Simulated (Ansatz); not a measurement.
**Cl_Br in Na3BrO (Pm-3m): charge-transition levels and formation energies**

Wanted: the transition levels of a substitutional impurity in Na3BrO (Pm-3m), from a cell of 60 host atoms with 1 Br taken out and 1 Cl put in.

Method: place-levels on PBEsol runs: charge-transition levels and formation energies with image-charge correction and potential alignment at the atomic sites, in Ansatz 0.2.0.

## (1) The structure

The cell holds 60 atoms: 36 Na, 11 Br, 12 O and 1 Cl. Its edges and angles: a = 10.156 Å, b = 12.847 Å, c = 9.084 Å, α = 90.0°, β = 90.0°, γ = 108.4°. It derives from Na3BrO (space group Pm-3m). Nearest the centre at fractional (0.667, 0.667, 0.500): Cl57 at 0.00 Å, Na36 at 3.21 Å, Na51 at 3.21 Å, Na52 at 3.21 Å, Na32 at 3.21 Å, Na24 at 3.21 Å, Na33 at 3.21 Å, Na48 at 3.21 Å.

Structure file:

```xyz
60
Lattice="9.0841 4.5420 0.0000 -9.0841 9.0841 0.0000 0.0000 0.0000 9.0841" Properties=species:S:1:pos:R:3 pbc="T T T"
Na    0.0000    2.2710    2.2710
Na    4.5420    2.2710    2.2710
Na    4.5420    6.8130    2.2710
Na   -2.2710    4.5420    2.2710
Na    2.2710    4.5420    2.2710
Na    6.8130    4.5420    2.2710
Na   -2.2710    2.2710    0.0000
Na    2.2710    2.2710    0.0000
Na    2.2710    6.8130    0.0000
Br    0.0000    0.0000    0.0000
Br    0.0000    4.5420    0.0000
Br    4.5420    4.5420    0.0000
O    -2.2710    2.2710    2.2710
O     2.2710    2.2710    2.2710
O     2.2710    6.8130    2.2710
Na    0.0000    2.2710    6.8130
Na    4.5420    2.2710    6.8130
Na    4.5420    6.8130    6.8130
Na   -2.2710    4.5420    6.8130
Na    2.2710    4.5420    6.8130
Na    6.8130    4.5420    6.8130
Na   -2.2710    2.2710    4.5420
Na    2.2710    2.2710    4.5420
Na    2.2710    6.8130    4.5420
Br    0.0000    0.0000    4.5420
Br    0.0000    4.5420    4.5420
Br    4.5420    4.5420    4.5420
O    -2.2710    2.2710    6.8130
O     2.2710    2.2710    6.8130
O     2.2710    6.8130    6.8130
Na   -4.5420    6.8130    2.2710
Na    0.0000    6.8130    2.2710
Na    0.0000   11.3551    2.2710
Na   -6.8130    9.0841    2.2710
Na   -2.2710    9.0841    2.2710
Na    2.2710    9.0841    2.2710
Na   -6.8130    6.8130    0.0000
Na   -2.2710    6.8130    0.0000
Na   -2.2710   11.3551    0.0000
Br   -4.5420    4.5420    0.0000
Br   -4.5420    9.0841    0.0000
Br    0.0000    9.0841    0.0000
O    -6.8130    6.8130    2.2710
O    -2.2710    6.8130    2.2710
O    -2.2710   11.3551    2.2710
Na   -4.5420    6.8130    6.8130
Na    0.0000    6.8130    6.8130
Na    0.0000   11.3551    6.8130
Na   -6.8130    9.0841    6.8130
Na   -2.2710    9.0841    6.8130
Na    2.2710    9.0841    6.8130
Na   -6.8130    6.8130    4.5420
Na   -2.2710    6.8130    4.5420
Na   -2.2710   11.3551    4.5420
Br   -4.5420    4.5420    4.5420
Br   -4.5420    9.0841    4.5420
Cl    0.0000    9.0841    4.5420
O    -6.8130    6.8130    6.8130
O    -2.2710    6.8130    6.8130
O    -2.2710   11.3551    6.8130
```

Screening for the image-charge correction: ε∞ = 3.26, ε0 = 9.40, from a response run on this crystal (DFPT, PBEsol) at that run's own cell.

The cell's shortest repeat is 9.1 Å.

## (2) Charge states

Levels follow from differences of total energies between charge states, each relaxed by itself.

Random displacements of about 0.05 Å break the site symmetry at the start, so that the relaxation can reach a distorted minimum if there is one. Forces are taken at one point at (¼, ¼, ¼). The cell holds 1 electron more than the neutral one, with a uniform background that keeps it neutral on the whole. The electron count is odd, so at least one spin is unpaired; this run locks the moment at 1 μB.

The sampling was tested on the host first: at the k-points planned (1x1x1 shifted 0.25 0.25 0.25) its energy lies 0.000 eV an atom from the dense-mesh value, under the bound of 0.02 eV set for this test; that bounds the host's error, not the defect's.

One of the inputs; charge, spin and start change from state to state.

The input, qm1_M1.relax/input.yaml:

```yaml
crystal:
  lattice:
    - [9.08406599, 4.54203299, 0.0]
    - [-4.54203299, 4.54203299, 0.0]
    - [0.0, 0.0, 4.54203299]
  atoms:
    - { symbol: Na, position: [0.16666667, 0.33333333, 0.5] }
    - { symbol: Na, position: [0.5, 0.0, 0.5] }
    - { symbol: Na, position: [0.83333333, 0.66666667, 0.5] }
    - { symbol: Na, position: [0.16666667, 0.83333333, 0.5] }
    - { symbol: Na, position: [0.5, 0.5, 0.5] }
    - { symbol: Na, position: [0.83333333, 0.16666667, 0.5] }
    - { symbol: Na, position: [0.0, 0.5, 0.0] }
    - { symbol: Na, position: [0.33333333, 0.16666667, 0.0] }
    - { symbol: Na, position: [0.66666667, 0.83333333, 0.0] }
    - { symbol: Br, position: [0.0, 0.0, 0.0] }
    - { symbol: Br, position: [0.33333333, 0.66666667, 0.0] }
    - { symbol: Br, position: [0.66666667, 0.33333333, 0.0] }
    - { symbol: O, position: [0.0, 0.5, 0.5] }
    - { symbol: O, position: [0.33333333, 0.16666667, 0.5] }
    - { symbol: O, position: [0.66666667, 0.83333333, 0.5] }
  supercell: [1, 2, 2]
  defects: [{ substitution: { at: 56, symbol: Cl } }]
total_charge: -1
basis:
  ecutwfc: 420
  xc_grid: 2
hamiltonian:
  xc: pbesol
kpoints:
  mp_grid: { grid: [1, 1, 1], shift: [0.25, 0.25, 0.25] }
magnetization:
  spin_polarized: true
  initial_magnetization: 1
  spin_locking: { lock_magnetization: hard }
scf:
  occupations: { method: fixed }
  max_iter: 60
output:
  forces: true
  charged_corrections: { epsilon: 3.26, static_epsilon: 9.4 }
relax:
  f_tol: 0.02
  max_steps: 80
  random_displacement: { amplitude: 0.05, seed: 3609 }
checkpoint:
  write: "../qm1_M1.relax.run"
  compress: false
  write_wavefunctions: true
  write_every: 100000
```

Run with:

```
$ ansatz run input.yaml --threads 4 --pin off --max-ram 7536MiB --backend cpu --events-out ev --progress --plain --runs-dir out
```

Defect states can disperse in a cell of this size, so the energy is taken again at a 2×2×2 shifted mesh, on the relaxed structure.

The run of this state that the levels use, under PBEsol:

The input, qm1_M1.point/input.yaml:

```yaml
crystal:
  checkpoint: "../qm1_M1.relax.run"
  host: checkpoint
total_charge: -1
basis:
  ecutwfc: 420
  xc_grid: 2
hamiltonian:
  xc: pbesol
kpoints:
  mp_grid: { grid: [2, 2, 2], shift: [0.5, 0.5, 0.5] }
magnetization:
  spin_polarized: true
  initial_magnetization: 1
  spin_locking: { lock_magnetization: hard }
scf:
  occupations: { method: fermi_dirac, width: 0.01 }
  max_iter: 60
output:
  forces: true
  eigenvalues: true
  charged_corrections:
    epsilon: 3.26
    static_epsilon: 9.4
    defect_position: [0.666667, 0.666667, 0.5]
  eigenstates: { localisation: true }
  populations: true
  efg: {}
  band_densities: [{ bands: [v1, v1] }, { bands: [c1, c1] }]
  write_density: true
  write_potential: true
  volumetric_format: npy
  elf: true
checkpoint:
  read: "../qm1_M1.relax.run"
  write: "../qm1_M1.point.run"
  compress: false
  write_wavefunctions: false
  write_every: 100000
```

Relaxations under PBEsol at one point at (¼, ¼, ¼); times on 4 threads of Arm Neoverse V1, shared host:

| charge | moment (μB) | occupations | outcome | steps | largest displacement against the far atoms (Å) | time |
| --- | --- | --- | --- | --- | --- | --- |
| −1 | 1 | fixed | converged | 4 | 0.04 | 2 min |
| 0 | 0 | fixed | converged | 4 | 0.03 | 59 s |
| +1 | 1 | fixed | converged | 4 | 0.03 | 5.3 min |

Single points under PBEsol at a 2×2×2 shifted mesh; times on 4 threads of Arm Neoverse V1, shared host:

| charge | moment (μB) | occupations | outcome | time |
| --- | --- | --- | --- | --- |
| −1 | 1 | fermi-dirac | converged | 4.5 min |
| 0 | 0 | fermi-dirac | converged | 99 s |
| +1 | 1 | fermi-dirac | converged | 6.5 min |

Distances (Å) from Cl57 to the nearest atoms after relaxation with PBEsol:

| charge | moment (μB) | 1. | 2. | 3. | 4. | 5. | 6. |
| --- | --- | --- | --- | --- | --- | --- | --- |
| −1 | 1 | Na 3.18 | Na 3.18 | Na 3.18 | Na 3.18 | Na 3.18 | Na 3.18 |
| 0 | 0 | Na 3.17 | Na 3.18 | Na 3.18 | Na 3.18 | Na 3.18 | Na 3.19 |
| +1 | 1 | Na 3.17 | Na 3.17 | Na 3.18 | Na 3.18 | Na 3.18 | Na 3.19 |

## (3) Levels against the band edges, PBEsol

A charged cell interacts with its images and the background, and its potential has another zero than the host's. place-levels removes the first by a point-charge model, screened by the static dielectric constant since the ions have relaxed around the charge, and the second by comparing potentials at atoms far from the defect.

The host is a run of the defect-free crystal in the same cutoffs, grids and k-points, so that basis and sampling errors cancel in part in the differences. Its band edges come from a run of the primitive cell that searches the zone for them. The host is run in a cell of 15 atoms on a matching mesh. Chemical potentials are energies per atom of Br (solid Br2 (Cmce)) and Cl (Cl2 molecule), run with the same functional and cutoff.

The input, levels.point.yaml:

```yaml
host:
  run: host.point.run
  levels_from: { run: edges.point.run }
states: [qm1_M1.point.run, q0.point.run, qp1_M1.point.run]
geometry_from:
  qm1_M1.point.run: qm1_M1.relax.run
  q0.point.run: q0.relax.run
  qp1_M1.point.run: qp1_M1.relax.run
chemical_potentials:
  Br:
    energy: -2736.47272
    dataset: "<sha256 of the dataset>"
  Cl:
    energy: -1060.711994
    dataset: "<sha256 of the dataset>"
epsilon: 3.26
static_epsilon: 9.4
vertical:
  - { from: qm1_M1.point.run, to: qm1_M1.point_neutral.run }
  - { from: qp1_M1.point.run, to: qp1_M1.point_neutral.run }
```

Run with:

```
$ ansatz place-levels levels.point.yaml -- --threads 4 --pin off --max-ram 7536MiB
```

Numbers of over 12 decimals in the logs are rounded to 6 here.

Output:

```text
[... repeated set-up lines and file paths are left out, and long positions are rounded to six places ...]
(+1/0) 0.000 eV above the valence edge (-0.210 eV without the band-filling correction), 1.938 eV under the conduction edge
(0/-1) 1.979 eV above the valence edge (+2.757 eV without the band-filling correction), in the conduction band
formation energy of charge +1: -0.428 eV with the Fermi level at the valence edge
formation energy of charge 0: -0.428 eV with the Fermi level at the valence edge
formation energy of charge -1: +1.551 eV with the Fermi level at the valence edge
vertical -1 to 0: no energy, since no alignment is typed
  the change from vertical[0].from (qm1_M1.point.run) to vertical[0].to (qm1_M1.point_neutral.run): by its potential at epsilon 3.26 it stands at 0.681 0.665 0.503, with an rms radius of about 8.3 Å (4.5 5.4 4.3 Å across the planes of the cell's vectors); [...]
vertical +1 to 0: no energy, since no alignment is typed
  the change from vertical[1].from (qp1_M1.point.run) to vertical[1].to (qp1_M1.point_neutral.run): by its potential at epsilon 3.26 it is spread over the cell along a vector, with an rms radius of about 8.1 Å (4.1 5.4 4.4 Å across the planes of the cell's [...]
  edges by pbesol of host.levels_from (edges.point.run), its mesh sampled to repeats of 27.25 Å (the valence edge +0.043 eV and the conduction edge -0.624 eV from those of the host's own run), gap 1.938 eV; the host is sampled to repeats of 27.25 Å
  the defect's cells are sampled to repeats of 27.25 Å, like sampling
  charge +1: -91079.5692 eV with its correction of +0.074 eV, at epsilon 9.4, aligned at sites: -0.1309 eV, mean over 39 atomic sites at or beyond 4.54 Å from the defect at [0.6667, 0.6667, 0.5000], with +0.002713 for the charge's moments and without [...]
  states[2] (qp1_M1.point.run): levels filled in part (TS 0.012 eV): its energy is of no whole electron's
  charge 0: +0.000 eV for its dipole among its images, +0.000 omitted
  charge -1: -91069.9675 eV with its correction of +0.190 eV, at epsilon 9.4, aligned at sites: +0.0141 eV, mean over 39 atomic sites at or beyond 4.54 Å from the defect at [0.6667, 0.6667, 0.5000], with +0.001993 for the charge's moments and without [...]
  of states[2] (qp1_M1.point.run): it parts from the run at its places by a charge that spreads by about 4.4 Å along one vector (1.6 Å or more is wide), by its potential at epsilon 3.26, taken for that of held ions (one typed too small widens it), where the [...]
  of states[0] (qm1_M1.point.run): it parts from the run at its places by a charge that spreads by about 4.3 Å along one vector (1.6 Å or more is wide), by its potential at epsilon 3.26, taken for that of held ions (one typed too small widens it), where the [...]
  of vertical[0].from (qm1_M1.point.run): its moments are held at its close (magnetization.spin_locking), by a field of 0.075 eV a Bohr magneton, and its energy and levels are of the state that this holds: a run that lets them go can end lower; [...]
  vertical[1].from (qp1_M1.point.run): levels filled in part (TS 0.012 eV): its energy is of no whole electron's
  of vertical[1].from (qp1_M1.point.run): it parts from the run at its places by a charge that spreads by about 4.4 Å along one vector (1.6 Å or more is wide), by its potential at epsilon 3.26, taken for that of held ions (one typed too small widens it), [...]
```

Wall time 0.37 s (4 threads of Arm Neoverse V1, shared host).

Levels between the charges placed, in eV above the valence top:

|  | gap (eV) | (+1/0) | (0/−1) |
| --- | --- | --- | --- |
| PBEsol | 1.94 | 0.00 | 1.98 |

Corrections by state:

| charge | moment (μB) | image terms and alignment (eV) | band filling (eV) | ε used | over the lowest of its charge, as the program ranks them, band filling apart (eV) |
| --- | --- | --- | --- | --- | --- |
| +1 | 1.0 | 0.074 | -0.210 | 9.40 | 0.000 |
| 0 | 0.0 | 0.000 | - | - | 0.000 |
| −1 | 1.0 | 0.190 | -0.778 | 9.40 | 0.000 |

The charged structures listed were also run neutral, and place-levels reads from each pair, by the potential or the spins, how wide the charge is by which they differ; that can be the carrier of either run.

| charge | rms radius (Å) | spread where it is widest against the cell (Å) | wide from (Å) | reading |
| --- | --- | --- | --- | --- |
| +1 | 8.1 | 4.39 | 1.57 | wide |
| −1 | 8.3 | 4.31 | 1.57 | wide |

The neutral runs of these pairs need not share the spin of the lowest neutral state, and very wide values only mean spread over the cell.

From the program's caveats on the states, each cut to its opening words:

- charge +1 (1 μB): it parts from the run at its places by a charge that spreads by about 4.4 Å along one vector (1.6 Å or more is wide), by its potential at epsilon 3.26, taken [...]
- charge +1 (1 μB): a band-filling correction moves a carrier to the host's band edge, which changes its energy by -0.210 eV
- charge −1 (1 μB): it parts from the run at its places by a charge that spreads by about 4.3 Å along one vector (1.6 Å or more is wide), by its potential at epsilon 3.26, taken [...]
- charge −1 (1 μB): a band-filling correction moves a carrier to the host's band edge, which changes its energy by -0.778 eV
- charge −1 (1 μB): its alignment with the host at atomic sites is doubtful: the mean over the far sites moves by -0.0659 eV from their farther parts to their nearer, more than [...]
- charge −1 (1 μB): its moments are held at its close (magnetization.spin_locking), by a field of 0.075 eV a Bohr magneton, and its energy and levels are of the state that this [...]

Formation energies (eV), elemental references (Δμ(Br) = 0.00 eV, Δμ(Cl) = 0.00 eV):

| charge | Fermi level at the valence top | at the conduction bottom |
| --- | --- | --- |
| +1 | -0.43 | 1.51 |
| 0 | -0.43 | -0.43 |
| −1 | 1.55 | -0.39 |

## (4) The same at the relaxations' own k-points

The relaxations' own energies give the levels at their sampling, for comparison.

The input, levels.relax_mesh.yaml:

```yaml
host:
  run: host.relax.run
  levels_from: { run: edges.relax.run }
states: [qm1_M1.relax.run, q0.relax.run, qp1_M1.relax.run]
chemical_potentials:
  Br:
    energy: -2736.47272
    dataset: "<sha256 of the dataset>"
  Cl:
    energy: -1060.711994
    dataset: "<sha256 of the dataset>"
```

Run with:

```
$ ansatz place-levels levels.relax_mesh.yaml -- --threads 4 --pin off --max-ram 7536MiB
```

Output:

```text
[...]
formation energy of charge +1: -0.427 eV with the Fermi level at the valence edge
formation energy of charge 0: -0.427 eV with the Fermi level at the valence edge
formation energy of charge -1: +1.553 eV with the Fermi level at the valence edge
  edges by pbesol of host.levels_from (edges.relax.run), its mesh sampled to repeats of 27.25 Å (the valence edge +0.060 eV and the conduction edge -0.841 eV from those of the host's own run), gap 1.938 eV; the host is sampled to repeats of 13.63 Å
[... the lines on each state left out ...]
```

The job ended after 0.13 s (4 threads).

Levels between neighbouring charges, in eV above the valence top:

|  | gap (eV) | (+1/0) | (0/−1) |
| --- | --- | --- | --- |
| one point at (¼, ¼, ¼) | 1.94 | 0.00 | 1.98 |
| a 2×2×2 shifted mesh | 1.94 | 0.00 | 1.98 |

Going from one point at (¼, ¼, ¼) to a 2×2×2 shifted mesh moves formation energies against the elements by up to 0.00 eV; band-filling terms, which differ between samplings, are in these energies.

## (5) Summary of results

```yaml
gap_of_the_host: 1.94 eV (PBEsol)
level_plus_1_over_0: 0.00 eV above the valence top (-0.21 eV above the valence top without the band-filling term)
level_0_minus_1: 1.98 eV above the valence top, past the conduction bottom (2.76 eV above the valence top without the band-filling term)
lowest_of_the_charges_placed_just_above_the_valence_top_0p02_ev: 0
lowest_of_the_charges_placed_just_below_the_conduction_bottom_0p02_ev: 0
lowest_formation_energy_at_mid_gap_of_the_charges_run_elemental_references: -0.43 eV
```

What this shows: Of the charges placed (−1, 0 and +1), 0 is the lowest from 0.02 eV above the valence top to 0.02 eV below the conduction bottom, a gap of 1.94 eV. States placed: +1 at 1 μB; 0 at 0 μB; −1 at 1 μB. Other spin states or structures, where not listed, weren't placed. The program finds carriers beyond a band edge of the host and adds a band-filling term at charge −1 (-0.78 eV) and +1 (-0.21 eV); steps to such a charge show no bound level, and a defect level inside a band would be read the same way. Cl is taken at its element; compounds, which aren't counted here, bound the chemical potentials and would shift these formation energies. The lowest formation energy (elemental references) is negative across the gap, so the defect would form by itself: these chemical potentials lie beyond what competing compounds allow, or the host is unstable against it. Going from one point at (¼, ¼, ¼) to a 2×2×2 shifted mesh moves formation energies against the elements by up to 0.00 eV; band-filling terms, which differ between samplings, are in these energies. The program doubts the alignment of potentials for at least one state, a sign that the cell is small. What this leaves open: PBEsol makes the gap too small and tends to spread out bound carriers; where a gas molecule sets a chemical potential or the host's formation energy, its binding is uncorrected.

[Logs are printed without paths, hosts, clocks, repeated set-up lines and the standing remarks that a program may print on its own settings, such as how far it seeks lower states.]

[Hosts, paths, dates, database ids (printed as entryN), source tags and the programs' standing remarks are cut or masked in the printed files.]

[Where a table of states has a column of steps, it counts the stored structures, which are thinned; the runs took as many ionic steps or more.]

[A defect's name tells the site on which it was built; relaxed atoms can leave that site.]

[For some hosts the program warned that the k-mesh of the response run may be too coarse for force constants and the static dielectric constant; such warnings are not shown here.]
